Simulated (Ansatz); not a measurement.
Consider TcCl2 (1T sheet).

The cell holds 3 atoms: 1 Tc and 2 Cl. Its edges and angles: a = 3.234 Å, b = 3.234 Å, c = 30.112 Å, α = 90.0°, β = 90.0°, γ = 120.0°. Vacuum lies along c.

```
Tc Cl
1.0
     0.00000    2.28696    2.28696
     2.28696   -2.28696    0.00000
    17.38504   17.38504  -17.38504
Tc Cl
1 2
Direct
  0.00000 0.00000 0.31808
  0.33333 0.66667 0.36893
  0.66667 0.33333 0.26723
```

The structure was relaxed with PBEsol. The structure was generated from a model, not taken from a measurement. The runs that relaxed it are not among those shown. The program's search for lower electronic states was switched off, so nothing shows that the state found is the lowest. PAW set soft_2, made with PBE.

A constrained-RPA run (Ansatz 0.2.0; non-magnetic PBEsol; Tc d + anion p, bands v9 to c2, 6×6×1 mesh, medium accuracy) builds 11 functions on bands 11 eV wide, with 17.0 electrons in the window. The bare on-site interaction is 14.5 eV and the bare J 0.54 eV.

**Question.** Estimate U, U′ and J.

On the Tc d shell, U = 6.29 eV (43 % of the bare value), U′ = 5.45 eV, J = 0.41 eV.

The parent state is non-magnetic and the interaction static (zero frequency); U depends on the window and the orbitals, so it belongs to this model alone. A window that holds the anion p bands defines a model with explicit ligands; its U belongs to that model and is not the U of DFT+U.

[Paths, hosts, dates, memory and timing lines, banners, echoed tables and standing remarks are left out of the program output.]

[Logs are printed without paths, hosts, clocks, repeated set-up lines and the standing remarks that a program may print on its own settings, such as how far it seeks lower states.]

[Runs of the session that timed out or met a known fault of the program may be left out.]

[Hosts, paths, dates, database ids (printed as entryN), source tags and the programs' standing remarks are cut or masked in the printed files.]
